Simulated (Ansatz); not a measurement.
# Binding across the interface in twisted Ti2CO2 MXene bilayer, 32.20° (390 atoms)

How much energy holds the two parts of twisted Ti2CO2 MXene bilayer, 32.20° (390 atoms) together, and how does it fall off with distance?

Program: Ansatz 0.2.0. Level of theory: Kohn-Sham DFT, PBE+D3(BJ), PAW (set soft_1), plane waves. Results are calculated unless marked as measured.

### 1. The starting structure

The cell holds 390 atoms: 78 C, 156 Ti and 156 O. Cell: a = 18.922 Å, b = 18.922 Å, c = 23.800 Å, α = 90.0°, β = 90.0°, γ = 120.0°. It derives from Ti2CO2 (Ti2CO2 MXene). Ti2CO2 MXene (a = 3.03 Å) under Ti2CO2 MXene (a = 3.03 Å), bilayer, commensurate cell of 39 unit cells a layer, twist 32.20 deg; facing planes 2.92 Å apart; 12 Å of vacuum; layers as built, displaced by a Gaussian of 0.01 Å. Regions: layer 1, 195 atoms (39 C, 78 Ti and 78 O); layer 2, 195 atoms (39 C, 78 Ti and 78 O). Vacuum lies along c.

Limits known from the start: The main run has no spin polarisation, so moments on Ti can't form in it, and no Hubbard term.

### 2. Single point at the start

The forces at the start show how far the geometry lies from a minimum of this functional.

input.yaml

```yaml
crystal:
  lattice:
    - [18.9223, 0.0, 0.0]
    - [-9.46115, 16.38719, 0.0]
    - [0.0, 0.0, 23.8]
  atoms:
    - { symbol: C, position: [0.02466, 0.5895, 0.34564] }
    - { symbol: Ti, position: [0.10166, 0.69197, 0.39995] }
    - { symbol: Ti, position: [0.12848, 0.61512, 0.29053] }
    - { symbol: O, position: [0.12862, 0.6163, 0.43861] }
    - { symbol: O, position: [0.10384, 0.69247, 0.25193] }
    - { symbol: C, position: [0.07678, 0.77065, 0.34513] }
    - { symbol: Ti, position: [0.15393, 0.87085, 0.40062] }
    - { symbol: Ti, position: [0.1792, 0.79438, 0.29059] }
    - { symbol: O, position: [0.17835, 0.79391, 0.43832] }
    - { symbol: O, position: [0.1539, 0.8717, 0.25146] }
    - { symbol: C, position: [0.12854, 0.94898, 0.34504] }
    - { symbol: Ti, position: [0.20436, 0.05164, 0.40042] }
    - { symbol: Ti, position: [0.23059, 0.9754, 0.29029] }
    - { symbol: O, position: [0.23019, 0.97461, 0.43908] }
    - { symbol: O, position: [0.20522, 0.05095, 0.25202] }
    - { symbol: C, position: [0.00044, 0.00019, 0.34595] }
    - { symbol: Ti, position: [0.07658, 0.10295, 0.39999] }
    - { symbol: Ti, position: [0.1017, 0.02573, 0.29092] }
    - { symbol: O, position: [0.10261, 0.02455, 0.43832] }
    - { symbol: O, position: [0.07803, 0.10279, 0.25282] }
    - { symbol: C, position: [0.05117, 0.1794, 0.3458] }
    - { symbol: Ti, position: [0.12806, 0.28217, 0.40011] }
    - { symbol: Ti, position: [0.15436, 0.20514, 0.29067] }
    - { symbol: O, position: [0.15322, 0.20533, 0.43896] }
    - { symbol: O, position: [0.12842, 0.28194, 0.25224] }
    - { symbol: C, position: [0.10354, 0.35957, 0.3454] }
    - { symbol: Ti, position: [0.17998, 0.46065, 0.40033] }
    - { symbol: Ti, position: [0.20605, 0.38495, 0.29048] }
    - { symbol: O, position: [0.2054, 0.38385, 0.43822] }
    - { symbol: O, position: [0.18021, 0.46189, 0.25195] }
    - { symbol: C, position: [0.15483, 0.53857, 0.34518] }
    - { symbol: Ti, position: [0.23043, 0.64051, 0.40078] }
    [... 352 atom lines left out ...]
    - { symbol: O, position: [0.1404, 0.93805, 0.56218] }
    - { symbol: C, position: [0.19294, 0.14514, 0.65414] }
    - { symbol: Ti, position: [0.08942, 0.06665, 0.70978] }
    - { symbol: Ti, position: [0.11656, 0.16979, 0.59931] }
    - { symbol: O, position: [0.11504, 0.16937, 0.74712] }
    - { symbol: O, position: [0.08985, 0.06686, 0.56132] }
kpoints:
  mp_grid: { grid: [3, 3, 1] }
hamiltonian:
  xc: pbe
  dispersion: d3bj
  pseudopotentials: { kind: paw, azcp: { folder: soft_1 } }
scf:
  occupations: { method: gaussian, width: 0.025 }
output:
  forces: true
```

Started as:

```
$ ansatz run input.yaml --threads 32 --pin off --max-ram 92160MiB --backend cuda --events-out ev --progress --plain --runs-dir out --max-vram 78GiB
```

Numbers of over 12 decimals in the logs are rounded to 6 here.

The program printed:

```text
[...]
Pseudopotentials: kind: paw
Pseudopotential: C, paw, valence charge 4, recommended cutoff 420 eV (normal), soft_1/C.paw.azcp
Pseudopotential: Ti, paw, valence charge 12, recommended cutoff 420 eV (normal), soft_1/Ti.paw.azcp
Pseudopotential: O, paw, valence charge 6, recommended cutoff 420 eV (normal), soft_1/O.paw.azcp
[... 5 lines on functional and potentials left out ...]
GPU FFT provider: cuFFT
GPU libraries: cuBLAS 13.8.1, cuFFT 12.4.0, cuSOLVER 12.3.2
GPU matrix products: emulated (plane waves: as basis.precision tells), large ones in fixed point in workspaces of 1.00 GiB
Crystal: 390 atoms, lattice volume = 7379.983 Å³
Basis set: ecut = 420 eV, 144379 PW (Γ), exchange–correlation on 256×256×320 points (8 copies of the dense FFT grid, shifted against one another)
Bands: 1950, of which v1, the nominal top of the filled ones, is band 1560 counted from 1 (1559 counted from 0)
Symmetry: 1 space group operations
Space group: P1 (ITA 1), of the structure as read, at distance tolerance 1.9e-4 Å
k-points: 5 of 9 (time reversal used)
[... 7 lines on functional and potentials left out ...]
Initial density: superposition of atomic densities (neutral atoms: chi_scale 0, normalization atom)
Initial wavefunctions: pseudopotential atomic-orbital guess
GPU buffer pool allocated for 2621440 grid points (all kernels)
GPU transforms: local potential and band sums: pruned to the plane-wave sphere, on 125×125×160
GPU projectors: on the FFT box's points about the atoms, with room for 3042312 of them (8 bands a pass); a geometry past the room, sums that fail their trial, or a want of GPU memory keeps the tables, and a block in half precision can take them where they are the faster
[...]
SCF iter   1: F=—  HF=-499112.981276 eV  |F-HF|=—  |Δ(HF+E_count)|=         —  Δρ=1.66e-1  dr2=2.43e3  ethr=3.10e-3  ⟨swp⟩=7.6  Hψ=47110  notcnv=0  defer=1493
preconditioner: auto → Resta (q_TF=auto, 2.364 Å⁻¹)  ε∞=3.8  [insulator: Δε(μ)=2.810 eV  Ē_g=11.175 eV  σ=0.025 eV  W_gap=1.00  n_scr=1630 (ndim 8)  ℏωp=18.7 eV  f_vac=0.391  D(μ)=0.00/eV (n_scr^D=0)  ε∞_Penn≈3.8  vacuum switching on, ρ_ref=9.1e-3 e/Å³]
SCF iter   2: F=—  HF=-498680.826250 eV  |F-HF|=—  |Δ(HF+E_count)|=    4.32e2  Δρ=1.14e-1  dr2=9.81e2  ethr=3.10e-3  ⟨swp⟩=10.0  Hψ=32177  notcnv=0  defer=1676
SCF iter   3: F=—  HF=-498571.243185 eV  |F-HF|=—  |Δ(HF+E_count)|=    1.10e2  Δρ=3.49e-2  dr2=1.05e2  ethr=3.10e-3  ⟨swp⟩=4.0  Hψ=20577  notcnv=0  defer=1832
SCF iter   4: F=—  HF=-498552.762100 eV  |F-HF|=—  |Δ(HF+E_count)|=    1.85e1  Δρ=1.35e-2  dr2=1.38e1  ethr=3.10e-3  ⟨swp⟩=6.0  Hψ=12342  notcnv=0  defer=718
automatic band count: iteration 4 solves 1730 bands in place of 1950: the levels show a gap, and the empty bands left out lie too high to hold charge; the band table lists the bands solved (type scf.n_extra_bands for more)
SCF iter   5: F=—  HF=-498553.282879 eV  |F-HF|=—  |Δ(HF+E_count)|=   5.21e-1  Δρ=1.09e-2  dr2=1.09e1  ethr=4.42e-4  ⟨swp⟩=6.8  Hψ=20406  notcnv=0  defer=701
automatic band count: iteration 5 solves 1726 bands in place of 1730: the levels show a gap, and the empty bands left out lie too high to hold charge; the band table lists the bands solved (type scf.n_extra_bands for more)
SCF iter   6: F=—  HF=-498552.059221 eV  |F-HF|=—  |Δ(HF+E_count)|=    1.22e0  Δρ=5.29e-3  dr2=2.82e0  ethr=3.49e-4  ⟨swp⟩=8.8  Hψ=11548  notcnv=0  defer=701
SCF iter   7: F=—  HF=-498551.774728 eV  |F-HF|=—  |Δ(HF+E_count)|=   2.84e-1  Δρ=1.57e-3  dr2=4.38e-1  ethr=9.05e-5  ⟨swp⟩=8.0  Hψ=12665  notcnv=0  defer=697
automatic band count: iteration 7 solves 1725 bands in place of 1726: the levels show a gap, and the empty bands left out lie too high to hold charge; the band table lists the bands solved (type scf.n_extra_bands for more)
SCF iter   8: F=—  HF=-498551.871785 eV  |F-HF|=—  |Δ(HF+E_count)|=   9.71e-2  Δρ=2.05e-3  dr2=5.11e-1  ethr=1.41e-5  ⟨swp⟩=7.8  Hψ=15883  notcnv=0  defer=695
SCF iter   9: F=—  HF=-498551.827849 eV  |F-HF|=—  |Δ(HF+E_count)|=   4.39e-2  Δρ=1.37e-3  dr2=1.38e-1  ethr=1.41e-5  ⟨swp⟩=4.4  Hψ=9990  notcnv=0  defer=697
[...]
SCF iter  19: F=—  HF=-498551.807371 eV  |F-HF|=—  |Δ(HF+E_count)|=   4.59e-8  Δρ=1.02e-6  dr2=1.34e-7  ethr=3.21e-12  ⟨swp⟩=211.6  Hψ=55464  notcnv=0
SCF iter  20: F=-498551.807371 eV  HF=-498551.807371 eV  |F-HF|=2.26e-8  |Δ(HF+E_count)|=  6.40e-10  Δρ=3.21e-7  dr2=2.59e-8  ethr=3.21e-12  ⟨swp⟩=2.0  Hψ=24830  notcnv=0
SCF 1 converged in 20 iterations: F = -498551.807371 eV  dr2 = 2.59e-8
[...]
SCF converged after 20 iterations
Free energy (F): -498551.807371 eV
Harris-Foulkes:  -498551.807371 eV  (|F-HF|=2.26e-8)
Internal energy: -498551.807371 eV  (E = F + TS)
E sigma→0 (E₀):  -498551.807371 eV
Fermi energy:    4.252597 eV
--- Per-component energies (eV) ---
[...]
Σ components = -498551.807371   (vs F -498551.807371, Δ=0.00e0)
--- Forces (eV/Å), atoms counted from 1 ---
[... 390 lines of forces left out ...]
  max |Σ_I F_I| component: 6.34e-5 eV/Å
```

Run time: 2.2 min. Hardware: 1 × NVIDIA GB200 with 32 threads of Arm Neoverse V2, shared host; peak memory 3.1 GiB.

The column dr2 measures how far the density is from self-consistency, as an energy; F and HF (Harris–Foulkes) agree once it is small.

The program notes that it cut back its plan to fit the GPU's memory and it cut back its work space to fit the memory limit.

The r.m.s. force at the start is 0.18 eV/Å.

### 3. Relaxation

With the cell held, the atoms are moved downhill towards a nearby minimum.

input.yaml

```yaml
crystal:
  lattice:
    - [18.9223, 0.0, 0.0]
    - [-9.46115, 16.38719, 0.0]
    - [0.0, 0.0, 23.8]
  atoms:
    [... the 390 atom lines of step 2 ...]
kpoints:
  mp_grid: { grid: [3, 3, 1] }
hamiltonian:
  xc: pbe
  dispersion: d3bj
  pseudopotentials: { kind: paw, azcp: { folder: soft_1 } }
scf:
  occupations: { method: gaussian, width: 0.025 }
output:
  forces: true
relax:
  f_tol: 0.05
  max_steps: 120
```

The program printed:

```text
[...]
Crystal: 390 atoms, lattice volume = 7379.983 Å³
Basis set: ecut = 420 eV, 144379 PW (Γ), exchange–correlation on 256×256×320 points (8 copies of the dense FFT grid, shifted against one another)
Bands: 1950, of which v1, the nominal top of the filled ones, is band 1560 counted from 1 (1559 counted from 0)
Symmetry: 1 space group operations
[...]
k-points: 5 of 9 (time reversal used)
[...]
SCF iter   1: F=—  HF=-499112.981279 eV  |F-HF|=—  |Δ(HF+E_count)|=         —  Δρ=1.66e-1  dr2=2.43e3  ethr=3.10e-3  ⟨swp⟩=7.6  Hψ=47110  notcnv=0  defer=1493
[...]
SCF iter   2: F=—  HF=-498680.826033 eV  |F-HF|=—  |Δ(HF+E_count)|=    4.32e2  Δρ=1.14e-1  dr2=9.81e2  ethr=3.10e-3  ⟨swp⟩=10.0  Hψ=32148  notcnv=0  defer=1676
[...]
SCF iter  15: F=-498551.807361 eV  HF=-498551.807370 eV  |F-HF|=9.12e-6  |Δ(HF+E_count)|=   2.43e-6  Δρ=1.15e-5  dr2=1.38e-5  ethr=2.00e-9  ⟨swp⟩=2.2  Hψ=26954  notcnv=0
SCF 1 converged in 15 iterations: F = -498551.807361 eV  dr2 = 1.38e-5
[...]
relax step   1: F+E_penalty+E_count = -498551.80736068 eV  Δ(F+E_penalty+E_count) = +0.000e0 eV  max|allowed force component| = 5.989e-1 eV/Å  Δτ_max = 0.0000 Å  (15 SCF iters, dr2 threshold 6.25e-5 eV, accepted)
[...]
relax step   2: F+E_penalty+E_count = -498553.14992806 eV  Δ(F+E_penalty+E_count) = -1.343e0 eV  max|allowed force component| = 2.925e-1 eV/Å  Δτ_max = 0.1991 Å  (12 SCF iters, dr2 threshold 2.24e-5 eV, accepted)
[...]
relax step   3: F+E_penalty+E_count = -498553.34348235 eV  Δ(F+E_penalty+E_count) = -1.936e-1 eV  max|allowed force component| = 1.332e-1 eV/Å  Δτ_max = 0.0316 Å  (9 SCF iters, dr2 threshold 5.35e-6 eV, accepted)
[...]
relax step   4: F+E_penalty+E_count = -498553.42428423 eV  Δ(F+E_penalty+E_count) = -8.080e-2 eV  max|allowed force component| = 1.520e-2 eV/Å  Δτ_max = 0.0216 Å  (8 SCF iters, dr2 threshold 3.68e-6 eV, accepted)
[...]
relax step   5: F+E_penalty+E_count = -498553.42428628 eV  Δ(F+E_penalty+E_count) = -2.050e-6 eV  max|allowed force component| = 1.529e-2 eV/Å  Δτ_max = 0.0000 Å  (5 SCF iters, accepted)
WARN: Davidson subspace factor capped 4 → 2 for the GPU's memory: at factor 4, with no wavefunction block in host memory, the run is sure to hold 79.35 GiB on a GPU, at whatever concurrent solve slot count, and, with a margin of one panel a slot, [...]
NSCF: frozen V_eff on 5 k-points
the band table was solved once a step of the walk had ended and its energy, with any forces and stress, was formed, with the checks that follow a solve (52913 applications of the Hamiltonian). They found nothing against the state; the energy, forces and stress were not computed again (output.eigenvalues in the input reference)
SCF converged after 5 iterations
Free energy (F): -498553.424286 eV
[...]
Internal energy: -498553.424286 eV  (E = F + TS)
E sigma→0 (E₀):  -498553.424286 eV
Fermi energy:    4.271501 eV
[...]
--- Forces (eV/Å), atoms counted from 1 ---
[... 390 lines of forces left out ...]
  max |Σ_I F_I| component: 1.12e-4 eV/Å
--- Band table (eV; the first three rows and the last of 5) ---
--- Relaxed structure (5 steps of the walk, 5 accepted, 0 SCFs on fresh bases) ---
  F+E_penalty+E_count = -498553.42428628 eV   max|allowed force component| = 1.529e-2 eV/Å
  atoms:
[... 390 atom lines left out ...]
```

Wall time 5.8 min (1 × NVIDIA GB200 with 32 threads); peak memory 3.2 GiB.

Notices of the run: subspace factor gpu capped.

The relaxation converged after 5 steps, 1.62 eV below its start, with a largest force component of 0.015 eV/Å.

### 4. Single point at the relaxed geometry

One more single point at the end of the walk gives the fuller output and checks the residual forces.

input.yaml

```yaml
crystal:
  lattice:
    - [18.9223, 0.0, 0.0]
    - [-9.46115, 16.38719, 0.0]
    - [0.0, 0.0, 23.8]
  atoms:
    - { symbol: C, position: [0.02576, 0.58976, 0.3513] }
    - { symbol: Ti, position: [0.10261, 0.69221, 0.40586] }
    - { symbol: Ti, position: [0.12831, 0.61536, 0.29683] }
    - { symbol: O, position: [0.12835, 0.61522, 0.44386] }
    - { symbol: O, position: [0.10268, 0.69233, 0.25876] }
    - { symbol: C, position: [0.07693, 0.76921, 0.35132] }
    [... 378 atom lines left out ...]
    - { symbol: O, position: [0.14102, 0.93874, 0.55626] }
    - { symbol: C, position: [0.1923, 0.14384, 0.64875] }
    - { symbol: Ti, position: [0.08977, 0.06689, 0.7033] }
    - { symbol: Ti, position: [0.11547, 0.16953, 0.594] }
    - { symbol: O, position: [0.11539, 0.16945, 0.74129] }
    - { symbol: O, position: [0.08963, 0.06716, 0.55642] }
kpoints:
  mp_grid: { grid: [3, 3, 1] }
hamiltonian:
  xc: pbe
  dispersion: d3bj
  pseudopotentials: { kind: paw, azcp: { folder: soft_1 } }
scf:
  occupations: { method: gaussian, width: 0.025 }
output:
  forces: true
  populations: true
  dos:
    method: { smearing: { sigma: 0.08 } }
    de: 0.1
    projected: { site_lists: { C: [C], O: [O], Ti: [Ti] } }
  eigenvalues: true
  write_density: true
  write_potential: true
  volumetric_format: npy
```

The program printed:

```text
[...]
GPU FFT provider: cuFFT
GPU libraries: cuBLAS 13.8.1, cuFFT 12.4.0, cuSOLVER 12.3.2
[...]
Crystal: 390 atoms, lattice volume = 7379.983 Å³
Basis set: ecut = 420 eV, 144379 PW (Γ), exchange–correlation on 256×256×320 points (8 copies of the dense FFT grid, shifted against one another)
Bands: 1950, of which v1, the nominal top of the filled ones, is band 1560 counted from 1 (1559 counted from 0)
Symmetry: 1 space group operations
[...]
k-points: 5 of 9 (time reversal used)
[...]
GPU buffer pool allocated for 2621440 grid points (all kernels)
[...]
SCF iter   1: F=—  HF=-499116.990224 eV  |F-HF|=—  |Δ(HF+E_count)|=         —  Δρ=1.66e-1  dr2=2.43e3  ethr=3.10e-3  ⟨swp⟩=7.0  Hψ=48096  notcnv=0  defer=1458
[...]
SCF iter  18: F=-498553.424238 eV  HF=-498553.424238 eV  |F-HF|=1.06e-8  |Δ(HF+E_count)|=  1.16e-10  Δρ=6.94e-7  dr2=4.12e-8  ethr=3.21e-12  ⟨swp⟩=19.8  Hψ=87475  notcnv=0
SCF 1 converged in 18 iterations: F = -498553.424238 eV  dr2 = 4.12e-8
[...]
WARN: The output density's exchange-correlation potential varies sharply where the density is thin. Do not read a vacuum level from v_tot or v_xc, or from such a field of the output density. On a cell that repeats whose density bears no net charge and no dipole along the vacuum's axis use v_es (v_loc + v_h of the components); [...]
SCF converged after 18 iterations
Free energy (F): -498553.424238 eV
[...]
Internal energy: -498553.424238 eV  (E = F + TS)
E sigma→0 (E₀):  -498553.424238 eV
Fermi energy:    4.271556 eV
[...]
--- Forces (eV/Å), atoms counted from 1 ---
[... 390 lines of forces left out ...]
  max |Σ_I F_I| component: 3.40e-5 eV/Å
--- Band table (eV; the first three rows and the last of 5) ---
--- Löwdin populations: 390 sites ---
  site symbol       q [e]
[... 390 lines, one an atom, left out ...]
  spilling = 0.003360 (of n_electrons = 3120.000000)
```

It took 2.7 min on 1 × NVIDIA GB200 with 32 threads; peak memory 7.4 GiB.

The program notes that the exchange-correlation potential is rough where the density is thin.

Read from the output:

```yaml
free_energy: -498553.4242 eV
free_energy_per_atom: -1278.3421 eV/atom
scf_cycles: 18
r_m_s_force_component: 0.00472 eV/Å
longest_force: 0.01614 eV/Å
fermi_energy: 4.272 eV
spacing_of_highest_filled_and_lowest_empty_level: 0.3714 eV
potential_in_mid_vacuum_over_the_fermi_level: 5.638 eV
potential_4p5_a_over_the_upper_face: 5.638 eV
potential_4p5_a_under_the_lower_face: 5.637 eV
spilling_of_the_projection: 0.00336
```

Löwdin charges by element (they lack the spilled electrons, 0.027 e an atom on average):

```tsv
element	coordination	atoms	mean charge (e)	spread	least	most
C	all	78	-0.933	6.0e-4	-0.934	-0.932
O	all	156	-0.628	0.0021	-0.630	-0.622
Ti	all	156	1.16	0.0043	1.15	1.17
```

By region:

```tsv
region	atoms	mean length of the force (eV/Å)
layer 1	195	0.007
layer 2	195	0.008
```

Density of states as counts of states in windows of 1 eV (from the Fermi level), total and some projections:

```tsv
from (eV)	to (eV)	total	Ti d	O p	C p	C s
-18	-12	0.0	0.0	0.0	0.0	0.0
-12	-11	22.6	1.2	0.6	0.2	13.0
-11	-10	100.1	17.1	2.0	1.8	62.4
-10	-9	33.3	7.9	0.2	0.1	23.4
-9	-7	0.0	0.0	0.0	0.0	0.0
-7	-6	61.8	15.4	31.4	9.5	0.5
-6	-5	361.4	88.6	223.0	31.0	1.8
-5	-4	501.3	101.0	342.7	37.0	4.8
-4	-3	120.2	35.9	46.9	32.8	0.7
-3	-2	200.9	54.7	56.6	82.3	0.7
-2	-1	141.7	39.2	36.7	61.4	0.3
-1	0	16.5	4.6	4.4	7.1	0.0
0	1	161.3	127.3	24.5	5.9	1.1
1	2	353.9	314.1	21.5	11.8	0.3
```

The curve was stored every 0.10 eV, coarse against its broadening of 0.08 eV, so these counts are rough.

Between -26 and -18 eV lie 312 more states.

The stored curve holds about 1872 of the 3120 electrons; the rest, give or take the few that broadening carries across the Fermi level, lie in deeper levels below its range.

Not all projections were asked for or kept, so they needn't add up to the total.

The levels nearest the highest filled one (over half full), pooled over k-points and spins:

```tsv
level less the highest filled one (eV)	occupation
-0.254	2
-0.254	2
-6.0e-4	2
-4.0e-4	2
-1.0e-4	2
0	2
0.371	0
0.372	0
0.372	0
0.372	0
0.372	0
0.372	0
```

Planar average of the electrostatic potential energy along the normal, with the Fermi level as zero, after a running mean with a triangular window 4 Å wide at its base:

```tsv
height (Å)	potential energy (eV)
0.0	5.64
0.7	5.64
1.3	5.64
2.1	5.64
2.7	5.63
3.4	5.59
4.0	5.24
4.8	3.23
5.4	-0.08
6.1	-5.39
6.7	-8.62
7.4	-9.90
8.2	-9.61
8.8	-9.70
9.5	-9.82
10.1	-8.32
10.9	-3.97
11.5	-0.65
12.2	-0.17
12.8	-3.00
13.5	-7.62
14.1	-9.63
14.9	-9.78
15.5	-9.60
16.2	-9.87
17.0	-9.12
17.6	-6.36
18.3	-1.12
18.9	2.54
19.6	5.01
20.2	5.56
21.0	5.63
21.6	5.64
22.3	5.64
22.9	5.64
23.7	5.64
```

Between filled and empty levels lie 0.371 eV (on the run's k-points); a semilocal functional tends to put such gaps too low. Mean Löwdin charges: C -0.93, O -0.63, Ti +1.16 e (they miss 0.34 % of the electrons, so they add up to more than the cell's charge). Just under the Fermi level the largest share is C p (50 % of the projected weight), just over it Ti d (72 % of the projected weight). The potential stands 5.82 eV above the highest filled level over the upper face and 5.82 eV under the lower one, a reading of the ionisation potential at this level.

(Continued in part 2 of 2.)

[Logs are printed without paths, hosts, clocks, repeated set-up lines and the standing remarks that a program may print on its own settings, such as how far it seeks lower states.]

[Hosts, paths, dates, database ids (printed as entryN), source tags and the programs' standing remarks are cut or masked in the printed files.]
